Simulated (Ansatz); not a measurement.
**K2HN: relaxing a made-up structure**

Starting from a made-up structure for K2HN, the aim is the relaxed cell, its shortest contacts and, where a second run follows, its electronic structure.

Main program and level: Ansatz 0.2.0; DFT, PBEsol, plane-wave PAW, files of the set soft_1, scalar-relativistic, no spin, cell and ions relaxed at zero pressure; PAW set soft_1.

## (1) The structure

Symmetry: Imm2, No. 44, orthorhombic system. The conventional cell has a = 4.960 Å, b = 7.580 Å, c = 4.760 Å, α = 90.00°, β = 90.00°, γ = 90.00°. Nearest to K lie 1 H at 2.53 Å and 3 N at 2.90 to 3.02 Å. Nearest to N lie 1 H at 1.37 Å and 6 K at 2.90 to 3.02 Å. Nearest to H lie 1 N at 1.37 Å and 2 K at 2.53 Å. Farther neighbours and most contacts between anions are not listed.

As a file:

```
K N H
1.0
    -2.48000    3.79000    2.38000
     2.48000   -3.79000    2.38000
     2.48000    3.79000   -2.38000
K N H
2 1 1
Direct
  0.24020 0.51850 0.72170
  0.79680 0.51850 0.27830
  0.93780 0.93780 0.00000
  0.22570 0.22570 0.00000
```

## (2) Relaxing cell and atoms

The guess takes its coordinates from another compound and its volume from a rule, so the cell and any free coordinates are relaxed together.

The input, input.yaml:

```yaml
crystal:
  lattice:
    - [-2.48, 3.79, 2.38]
    - [2.48, -3.79, 2.38]
    - [2.48, 3.79, -2.38]
  atoms:
    - { symbol: K, position: [0.2402, 0.5185, 0.7217] }
    - { symbol: K, position: [0.7968, 0.5185, 0.2783] }
    - { symbol: "N", position: [0.9378, 0.9378, 0.0] }
    - { symbol: H, position: [0.2257, 0.2257, 0.0] }
kpoints:
  mp_grid: { grid: [8, 8, 8] }
scf:
  occupations: { method: fermi_dirac, width: 0.05 }
hamiltonian:
  xc: pbesol
  pseudopotentials: { kind: paw, azcp: { folder: soft_1 }, xc_functional: pbe }
relax:
  f_tol: 0.015
  max_steps: 70
  cell: {}
output:
  forces: true
  stress: true
```

Started as:

```
> ansatz run input.yaml --threads 4 --pin off --max-ram 8192MiB --backend cpu --events-out ev --progress --plain --runs-dir out
```

Numbers of over 12 decimals in the logs are rounded to 6 here.

What it wrote:

```text
Engine: ansatz 0.2.0, aarch64-unknown-linux-gnu
Pseudopotentials: kind: paw
Pseudopotential: K, paw, valence charge 9, recommended cutoff 420 eV (normal), soft_1/K.paw.azcp
Pseudopotential: N, paw, valence charge 5, recommended cutoff 420 eV (normal), soft_1/N.paw.azcp
Pseudopotential: H, paw, valence charge 1, recommended cutoff 420 eV (normal), soft_1/H.paw.azcp
Functional definition: PBEsol
  exchange = pbesol_x
  correlation = pbesol_c
Crystal: 4 atoms, lattice volume = 89.480 Å³
Basis set: ecut = 420 eV, 1735 PW (Γ), exchange–correlation on 72×72×72 points (8 copies of the dense FFT grid, shifted against one another)
Bands: 16, of which v1, the nominal top of the filled ones, is band 12 counted from 1 (11 counted from 0)
Symmetry: 4 space group operations
Space group: Imm2 (ITA 44), of the structure as read, at distance tolerance 4.5e-5 Å
k-points: 95 of 512 (time reversal used)
Non-local potential: K, projectors of the file, l = 0: 3, l = 1: 2, l = 2: 2
Non-local potential: N, projectors of the file, l = 0: 2, l = 1: 2, l = 2: 1
Non-local potential: H, projectors of the file, l = 0: 2, l = 1: 1
PAW form: soft (Blöchl's): semilocal exchange-correlation on the pseudo side does not see the compensation charge
PAW frozen core: K, regenerated for the run's functional, and the local potential with it (the file was generated under x = pbe(κ = 0.804, μ = 0.219515), c = pbe(β = 0.066725))
PAW frozen core: N, regenerated for the run's functional, and the local potential with it (the file was generated under x = pbe(κ = 0.804, μ = 0.219515), c = pbe(β = 0.066725))
PAW one-centre angular grid: K, 110 points (default); XC on 64 Gauss nodes
PAW one-centre angular grid: N, 110 points (default); XC on 64 Gauss nodes
PAW one-centre angular grid: H, 110 points (default); XC on 64 Gauss nodes
Initial density: superposition of atomic densities (chi_scale 0.1, normalization cell, long waves kept (reshape's long-wave potential 0.00 eV rms))
Initial wavefunctions: pseudopotential atomic-orbital guess
Functional: x = pbesol(κ = 0.804, μ = 0.123457), c = pbesol(β = 0.046)
SCF iter   1: F=—  HF=-3425.728322 eV  |F-HF|=—  |Δ(HF+E_count)|=         —  Δρ=4.91e-2  dr2=1.58e0  ethr=3.10e-3  ⟨swp⟩=5.7  Hψ=8173  notcnv=0
preconditioner: auto → none  [insulator: Δε(μ)=0.265 eV  Ē_g=13.945 eV  σ=0.050 eV  W_gap=0.61  n_scr=14 (ndim 8)  ℏωp=17.6 eV  f_vac=0.000  D(μ)=0.05/eV (n_scr^D=0)  ε∞_Penn≈2.6]
SCF iter   2: F=—  HF=-3425.365686 eV  |F-HF|=—  |Δ(HF+E_count)|=   3.63e-1  Δρ=1.70e-2  dr2=1.60e-1  ethr=3.10e-3  ⟨swp⟩=2.5  Hψ=3347  notcnv=0
SCF iter   3: F=—  HF=-3425.347404 eV  |F-HF|=—  |Δ(HF+E_count)|=   1.83e-2  Δρ=3.25e-3  dr2=6.67e-3  ethr=6.67e-4  ⟨swp⟩=2.0  Hψ=1898  notcnv=0
SCF iter   4: F=—  HF=-3425.349256 eV  |F-HF|=—  |Δ(HF+E_count)|=   1.85e-3  Δρ=5.05e-4  dr2=2.40e-4  ethr=2.78e-5  ⟨swp⟩=3.0  Hψ=2877  notcnv=0
SCF iter   5: F=—  HF=-3425.349301 eV  |F-HF|=—  |Δ(HF+E_count)|=   4.55e-5  Δρ=1.29e-4  dr2=1.59e-5  ethr=1.00e-6  ⟨swp⟩=2.0  Hψ=2471  notcnv=0
SCF iter   6: F=—  HF=-3425.349306 eV  |F-HF|=—  |Δ(HF+E_count)|=   4.61e-6  Δρ=3.69e-5  dr2=6.42e-7  ethr=6.61e-8  ⟨swp⟩=2.0  Hψ=2473  notcnv=0
SCF iter   7: F=-3425.349306 eV  HF=-3425.349306 eV  |F-HF|=3.22e-8  |Δ(HF+E_count)|=   1.63e-7  Δρ=6.28e-6  dr2=4.33e-8  ethr=4.17e-10  ⟨swp⟩=4.0  Hψ=5255  notcnv=0
SCF 1 converged in 7 iterations: F = -3425.349306 eV  dr2 = 4.33e-8
  greatest PAW one-centre occupation: 0.987 electrons in one spin orbital (limit 2), on the K atom at site 1 (counted from 0), in its partial waves of l = 0
relax step   1: F+E_penalty+E_count = -3425.34930621 eV  Δ(F+E_penalty+E_count) = +0.000e0 eV  max|allowed force component| = 4.078e0 eV/Å  Δτ_max = 0.0000 Å  P = -4.764 GPa  Ω = 89.480 Å³  (7 SCF iters, dr2 threshold 1.00e-7 eV, accepted)
Crystal: 4 atoms, lattice volume = 82.766 Å³
Basis set: ecut = 420 eV, 1595 PW (Γ), exchange–correlation on 72×72×72 points (8 copies of the dense FFT grid, shifted against one another)
Initial density: handed on by an earlier stage of this run
Initial wavefunctions: those handed on with the density
iter 1 solved again at ethr=2.07e-3 eV; its pass at ethr=3.10e-3 eV (dr2=4.98e-1 eV) is discarded
SCF iter   1: F=—  HF=-3426.311966 eV  |F-HF|=—  |Δ(HF+E_count)|=         —  Δρ=2.25e-2  dr2=5.01e-1  ethr=2.07e-3  ⟨swp⟩=1.0  Hψ=10777  notcnv=0
preconditioner: auto → none  [insulator: Δε(μ)=0.864 eV  Ē_g=14.154 eV  σ=0.050 eV  W_gap=1.00  n_scr=14 (ndim 8)  ℏωp=18.3 eV  f_vac=0.089  D(μ)=0.00/eV (n_scr^D=0)  ε∞_Penn≈2.7]
SCF iter   2: F=—  HF=-3426.376731 eV  |F-HF|=—  |Δ(HF+E_count)|=   6.48e-2  Δρ=2.87e-2  dr2=8.98e-1  ethr=2.07e-3  ⟨swp⟩=3.1  Hψ=2602  notcnv=0
SCF iter   3: F=—  HF=-3426.225151 eV  |F-HF|=—  |Δ(HF+E_count)|=   1.52e-1  Δρ=7.81e-3  dr2=3.15e-2  ethr=2.07e-3  ⟨swp⟩=2.0  Hψ=2482  notcnv=0
SCF iter   4: F=—  HF=-3426.221357 eV  |F-HF|=—  |Δ(HF+E_count)|=   3.79e-3  Δρ=1.22e-3  dr2=1.75e-3  ethr=1.31e-4  ⟨swp⟩=2.0  Hψ=2209  notcnv=0
SCF iter   5: F=—  HF=-3426.221047 eV  |F-HF|=—  |Δ(HF+E_count)|=   3.10e-4  Δρ=2.70e-4  dr2=1.03e-4  ethr=7.29e-6  ⟨swp⟩=1.9  Hψ=1844  notcnv=0
SCF iter   6: F=—  HF=-3426.221031 eV  |F-HF|=—  |Δ(HF+E_count)|=   1.63e-5  Δρ=5.62e-5  dr2=1.91e-6  ethr=4.28e-7  ⟨swp⟩=2.0  Hψ=1818  notcnv=0
SCF iter   7: F=-3426.221031 eV  HF=-3426.221031 eV  |F-HF|=7.81e-9  |Δ(HF+E_count)|=   7.57e-8  Δρ=6.37e-6  dr2=2.73e-8  ethr=1.67e-9  ⟨swp⟩=5.0  Hψ=5518  notcnv=0
SCF 2 converged in 7 iterations: F = -3426.221031 eV  dr2 = 2.73e-8
relax step   2: F+E_penalty+E_count = -3426.22103097 eV  Δ(F+E_penalty+E_count) = -8.717e-1 eV  max|allowed force component| = 2.459e0 eV/Å  Δτ_max = 0.1565 Å  P = -2.220 GPa  Ω = 82.766 Å³  energy of the carried Pulay correction = +3.332e-3 eV  (7 SCF iters, dr2 threshold 4.00e-7 eV, accepted)
Crystal: 4 atoms, lattice volume = 81.011 Å³
Basis set: ecut = 420 eV, 1565 PW (Γ), exchange–correlation on 72×72×72 points (8 copies of the dense FFT grid, shifted against one another)
SCF iter   1: F=—  HF=-3425.208013 eV  |F-HF|=—  |Δ(HF+E_count)|=         —  Δρ=5.83e-2  dr2=2.61e0  ethr=3.10e-3  ⟨swp⟩=6.7  Hψ=9143  notcnv=0
preconditioner: auto → none  [insulator: Δε(μ)=1.610 eV  Ē_g=14.765 eV  σ=0.050 eV  W_gap=1.00  n_scr=14 (ndim 8)  ℏωp=18.5 eV  f_vac=0.105  D(μ)=0.00/eV (n_scr^D=0)  ε∞_Penn≈2.6]
SCF iter   2: F=—  HF=-3425.340780 eV  |F-HF|=—  |Δ(HF+E_count)|=   1.33e-1  Δρ=6.00e-2  dr2=3.89e0  ethr=3.10e-3  ⟨swp⟩=3.0  Hψ=4177  notcnv=0
SCF iter   3: F=—  HF=-3424.661626 eV  |F-HF|=—  |Δ(HF+E_count)|=   6.79e-1  Δρ=1.45e-2  dr2=5.14e-2  ethr=3.10e-3  ⟨swp⟩=2.8  Hψ=3092  notcnv=0
SCF iter   4: F=—  HF=-3424.657810 eV  |F-HF|=—  |Δ(HF+E_count)|=   3.82e-3  Δρ=2.97e-3  dr2=5.77e-3  ethr=2.14e-4  ⟨swp⟩=2.1  Hψ=3474  notcnv=0
SCF iter   5: F=—  HF=-3424.657299 eV  |F-HF|=—  |Δ(HF+E_count)|=   5.11e-4  Δρ=4.59e-4  dr2=1.34e-4  ethr=2.41e-5  ⟨swp⟩=2.0  Hψ=1800  notcnv=0
SCF iter   6: F=—  HF=-3424.657313 eV  |F-HF|=—  |Δ(HF+E_count)|=   1.40e-5  Δρ=9.48e-5  dr2=8.86e-6  ethr=5.58e-7  ⟨swp⟩=2.3  Hψ=2073  notcnv=0
SCF iter   7: F=-3424.657313 eV  HF=-3424.657313 eV  |F-HF|=4.02e-8  |Δ(HF+E_count)|=   8.52e-7  Δρ=1.77e-5  dr2=3.19e-7  ethr=1.67e-9  ⟨swp⟩=3.5  Hψ=6753  notcnv=0
SCF 3 converged in 7 iterations: F = -3424.657313 eV  dr2 = 3.19e-7
relax step   3: F+E_penalty+E_count = -3424.65731334 eV  Δ(F+E_penalty+E_count) = +1.564e0 eV  max|allowed force component| = 1.919e1 eV/Å  Δτ_max = 0.1945 Å  P = +9.348 GPa  Ω = 81.011 Å³  energy of the carried Pulay correction = +4.246e-3 eV  (7 SCF iters, dr2 threshold 4.00e-7 eV, rejected (line search))
[...]
relax step   4: F+E_penalty+E_count = -3426.33070670 eV  Δ(F+E_penalty+E_count) = -1.097e-1 eV  max|allowed force component| = 1.633e0 eV/Å  Δτ_max = 0.0694 Å  P = -0.941 GPa  Ω = 80.801 Å³  energy of the carried Pulay correction = +4.356e-3 eV  (10 SCF iters, accepted)
[...]
relax step   5: F+E_penalty+E_count = -3426.38127810 eV  Δ(F+E_penalty+E_count) = -5.057e-2 eV  max|allowed force component| = 9.348e-2 eV/Å  Δτ_max = 0.0558 Å  P = -0.101 GPa  Ω = 81.201 Å³  energy of the carried Pulay correction = +4.146e-3 eV  (6 SCF iters, dr2 threshold 4.00e-7 eV, accepted)
[...]
relax step   6: F+E_penalty+E_count = -3426.38183127 eV  Δ(F+E_penalty+E_count) = -5.532e-4 eV  max|allowed force component| = 1.758e-2 eV/Å  Δτ_max = 0.0095 Å  P = -0.016 GPa  Ω = 80.720 Å³  energy of the carried Pulay correction = +4.399e-3 eV  (6 SCF iters, dr2 threshold 4.00e-7 eV, accepted)
[...]
relax step   7: F+E_penalty+E_count = -3426.38194792 eV  Δ(F+E_penalty+E_count) = -1.166e-4 eV  max|allowed force component| = 1.495e-2 eV/Å  Δτ_max = 0.0085 Å  P = -0.006 GPa  Ω = 80.685 Å³  energy of the carried Pulay correction = +4.417e-3 eV  (5 SCF iters, dr2 threshold 1.93e-8 eV, accepted)
[...]
relax step   8: F+E_penalty+E_count = -3426.37934075 eV  Δ(F+E_penalty+E_count) = +2.607e-3 eV  max|allowed force component| = 1.457e-2 eV/Å  Δτ_max = 0.0000 Å  P = -0.048 GPa  Ω = 80.685 Å³  stress off target by 7.24e-2 GPa  SCF on the basis re-selected at this cell (its energy is not comparable with the rows above)  (6 SCF iters)
[...]
relax step   9: F+E_penalty+E_count = -3426.37950015 eV  Δ(F+E_penalty+E_count) = -1.594e-4 eV  max|allowed force component| = 9.957e-4 eV/Å  Δτ_max = 0.0008 Å  P = -0.001 GPa  Ω = 80.543 Å³  energy of the carried Pulay correction = +1.052e-4 eV  (5 SCF iters, dr2 threshold 1.31e-8 eV, accepted)
iter 1 solved again at ethr=3.03e-7 eV; its pass at ethr=3.10e-3 eV (dr2=7.28e-5 eV) is discarded
SCF iter   1: F=—  HF=-3426.379401 eV  |F-HF|=—  |Δ(HF+E_count)|=         —  Δρ=6.38e-6  dr2=4.54e-9  ethr=3.03e-7  ⟨swp⟩=3.7  Hψ=12712  notcnv=0
eigensolver tolerance schedule: the retry pair's looser diagonalisation over-reported the residual by 16028.37 of it (diagonalisation noise at an unbounded share of the residual, at the tolerance the schedule requests for it); recorded, not acted on — ethr = c·dr2/N_el stays at c = 1.0e-1
preconditioner: auto → none  [insulator: Δε(μ)=0.581 eV  Ē_g=14.191 eV  σ=0.050 eV  W_gap=0.98  n_scr=14 (ndim 8)  ℏωp=18.5 eV  f_vac=0.103  D(μ)=0.00/eV (n_scr^D=0)  ε∞_Penn≈2.7]
SCF iter   2: F=—  HF=-3426.379402 eV  |F-HF|=—  |Δ(HF+E_count)|=   8.47e-7  Δρ=3.29e-6  dr2=2.20e-9  ethr=1.89e-11  ⟨swp⟩=2.7  Hψ=2819  notcnv=0
SCF iter   3: F=—  HF=-3426.379402 eV  |F-HF|=—  |Δ(HF+E_count)|=   5.27e-9  Δρ=1.93e-6  dr2=2.38e-9  ethr=9.17e-12  ⟨swp⟩=2.0  Hψ=1906  notcnv=0
SCF iter   4: F=—  HF=-3426.379402 eV  |F-HF|=—  |Δ(HF+E_count)|=  6.10e-10  Δρ=3.51e-7  dr2=8.97e-11  ethr=9.17e-12  ⟨swp⟩=2.0  Hψ=1900  notcnv=0
SCF iter   5: F=-3426.379402 eV  HF=-3426.379402 eV  |F-HF|=3.18e-12  |Δ(HF+E_count)|=  7.28e-12  Δρ=1.09e-7  dr2=5.37e-12  ethr=1.00e-12  ⟨swp⟩=4.0  Hψ=5122  notcnv=0
SCF 10 converged in 5 iterations: F = -3426.379402 eV  dr2 = 5.37e-12
relax step  10: F+E_penalty+E_count = -3426.37940154 eV  Δ(F+E_penalty+E_count) = +9.861e-5 eV  max|allowed force component| = 9.978e-4 eV/Å  Δτ_max = 0.0000 Å  P = -0.002 GPa  Ω = 80.543 Å³  stress off target by 1.11e-2 GPa  SCF on the basis re-selected at this cell (its energy is not comparable with the rows above)  (5 SCF iters)
basis re-selected at this cell: Δ(F+E_penalty+E_count) = +9.861e-5 eV, ΔP = -0.001 GPa vs the last step (what re-selecting the basis moved, of the pressure what is left beyond the Pulay correction that the steps carried, after the strain that the cell walked since its last selection, with what the two solves' SCF thresholds leave and, on support functions, any second-order correction that the steps lacked; it is no m [...]
SCF converged after 5 iterations
Free energy (F): -3426.379402 eV
Harris-Foulkes:  -3426.379402 eV  (|F-HF|=3.18e-12)
Internal energy: -3426.379349 eV  (E = F + TS)
E sigma→0 (E₀):  -3426.379375 eV
Entropy (-TS):   -0.000053 eV (-0.013 meV/atom)
Fermi energy:    4.716616 eV
--- Per-component energies (eV) ---
  E_band       = -214.862118
  E_kinetic    = 649.072650
  E_local      = -1395.219175  (includes V_loc(G=0)·N_el)
  E_nonlocal   = 63.751210
  E_hartree    = 481.209809
  E_xc         = -335.091915
  E_vxc        = -414.681545  (∫ρ·V_xc dr)
  E_paw        = -1647.340619  (= ΣΔE_a)
  E_vpaw       = -80.204641  (= ΣTr[D̂ρ^β])
  E_aug_tail   = -0.000262  (compensation charges beyond the density's cutoff)
  E_ewald      = -1243.004916
  E_core_change = 0.243869  (= ΣΔE_core)
  E_smearing   = -0.000053  (= −TS)
  E_closure    = 0.000000  (closes the sum)
  Σ components = -3426.379402   (vs F -3426.379402, Δ=0.00e0)
--- Forces (eV/Å), atoms counted from 1 ---
  atom   1  K      0.00000000    -0.00031949    -0.00046775
  atom   2  K      0.00000000     0.00031949    -0.00046775
  atom   3  N      0.00000000     0.00000000    -0.00006214
  atom   4  H      0.00000000     0.00000000     0.00099780
  max |Σ_I F_I| component: 1.54e-7 eV/Å
--- Stress (GPa, compression-positive) ---
       -0.011120       0.000000       0.000000
        0.000000      -0.005757       0.000000
        0.000000       0.000000       0.009780
  P = ⅓ Tr σ = -0.0024 GPa (-0.024 kbar)
--- Relaxed structure (8 steps of the walk, 7 accepted, 2 SCFs on fresh bases) ---
  F+E_penalty+E_count = -3426.37940154 eV   max|allowed force component| = 9.978e-4 eV/Å   (the final SCF, on the basis selected at the relaxed cell)
  cell:  # Å, volume = 80.5435 Å³
    - [-2.373731, 3.466966, 2.446749]
    - [2.373731, -3.466966, 2.446749]
    - [2.373731, 3.466966, -2.446749]
  atoms:
    - { symbol: K, position: [0.273399, 0.531689, 0.741710] }
    - { symbol: K, position: [0.789979, 0.531689, 0.258290] }
    - { symbol: N, position: [0.961841, 0.961841, -1.7164150487896962e-19] }
    - { symbol: H, position: [0.175281, 0.175281, -1.7164150487896692e-19] }
```

It took 28 s on 4 threads of Arm Neoverse V2, shared host; peak memory 0.49 GiB.

Step by step:

```tsv
step	energy less that of the first step (eV)	largest force component (eV/Å)	pressure (GPa)	volume (Å³)
1	0.0000	4.0778	-4.76	89.48
2	-0.8717	2.4591	-2.22	82.77
3	0.6920	19.1852	9.35	81.01
4	-0.9814	1.6327	-0.94	80.80
5	-1.0320	0.0935	-0.10	81.20
6	-1.0325	0.0176	-0.02	80.72
7	-1.0326	0.0149	-0.01	80.69
8*	-1.0300	0.0146	-0.05	80.69
9	-1.0302	0.0010	0.00	80.54
10*	-1.0301	0.0010	0.00	80.54
```

Relaxation steps marked * repeat the geometry before them on a plane-wave basis chosen anew for their cell, so energy and pressure can jump there. Relaxation step 3 was tried and not accepted.

Forces are held to the 4 operations that the run works with; a distortion that breaks them can't arise in this run.

```tsv
conventional cell, symmetrised	before	after	change
a (Å)	4.960	4.747	-4.3 %
b (Å)	7.580	6.934	-8.5 %
c (Å)	4.760	4.893	+2.8 %
volume (Å³/atom)	22.37	20.14	-10.0 %
```

The atoms that moved most (Å, as changes of fractional coordinates times the final cell):

```tsv
atom	dx	dy	dz	length
H4	0.000	0.000	-0.247	0.247
K2	0.000	-0.139	0.065	0.153
K1	0.000	0.139	0.065	0.153
N3	0.000	0.000	0.118	0.118
```

Final coordinates:

```xyz
4
Lattice="-2.3737 3.4670 2.4467 2.3737 -3.4670 2.4467 2.3737 3.4670 -2.4467" Properties=species:S:1:pos:R:3 pbc="T T T"
K     2.3737    1.6760    0.1551
K     0.0000    1.7910    2.6018
N     0.0000    0.0000    4.7068
H     0.0000    0.0000    0.8577
```

Numbers from this step:

* free energy: -3426.3794 eV
* Fermi energy: 4.717 eV
* gap by band count: 0.5809 eV
* electrons: 24
* symmetry operations: 4
* pressure: -0.002366 GPa

Shortest distances by pair of elements, guess and relaxed (not always the same contact):

```tsv
pair	guess (Å)	relaxed (Å)
H–N	1.370	1.044
H–K	2.528	2.500
K–N	2.904	2.764
K–K	3.361	3.352
N–N	4.760	4.747
```

The relaxation ends with a largest force component of 1.0e-3 eV/Å and a pressure of 0.00 GPa.

## (3) What came out

| Item | Value |
| --- | --- |
| space group, relaxed | Imm2 |
| conventional cell | a = 4.747, b = 6.934, c = 4.893 Å; α = 90.0°, β = 90.0°, γ = 90.0° |
| volume per atom | 20.14 Å³ (guess 22.37) |

**Reading.** K2HN relaxes to Imm2 with a = 4.747, b = 6.934 and c = 4.893 Å. The guessed volume was 11 % too large. The space group Imm2 was held in the relaxation, so the end point is a stationary structure within it and may be a saddle against distortions or other arrangements. Mesh and cutoff weren't tested. No dispersion term is used, so weakly bound directions may come out too long. Nothing here tests whether the compound is stable against decomposition.

[Logs are printed without paths, hosts, clocks, repeated set-up lines and the standing remarks that a program may print on its own settings, such as how far it seeks lower states.]

[Hosts, paths, dates, database ids (printed as entryN), source tags and the programs' standing remarks are cut or masked in the printed files.]
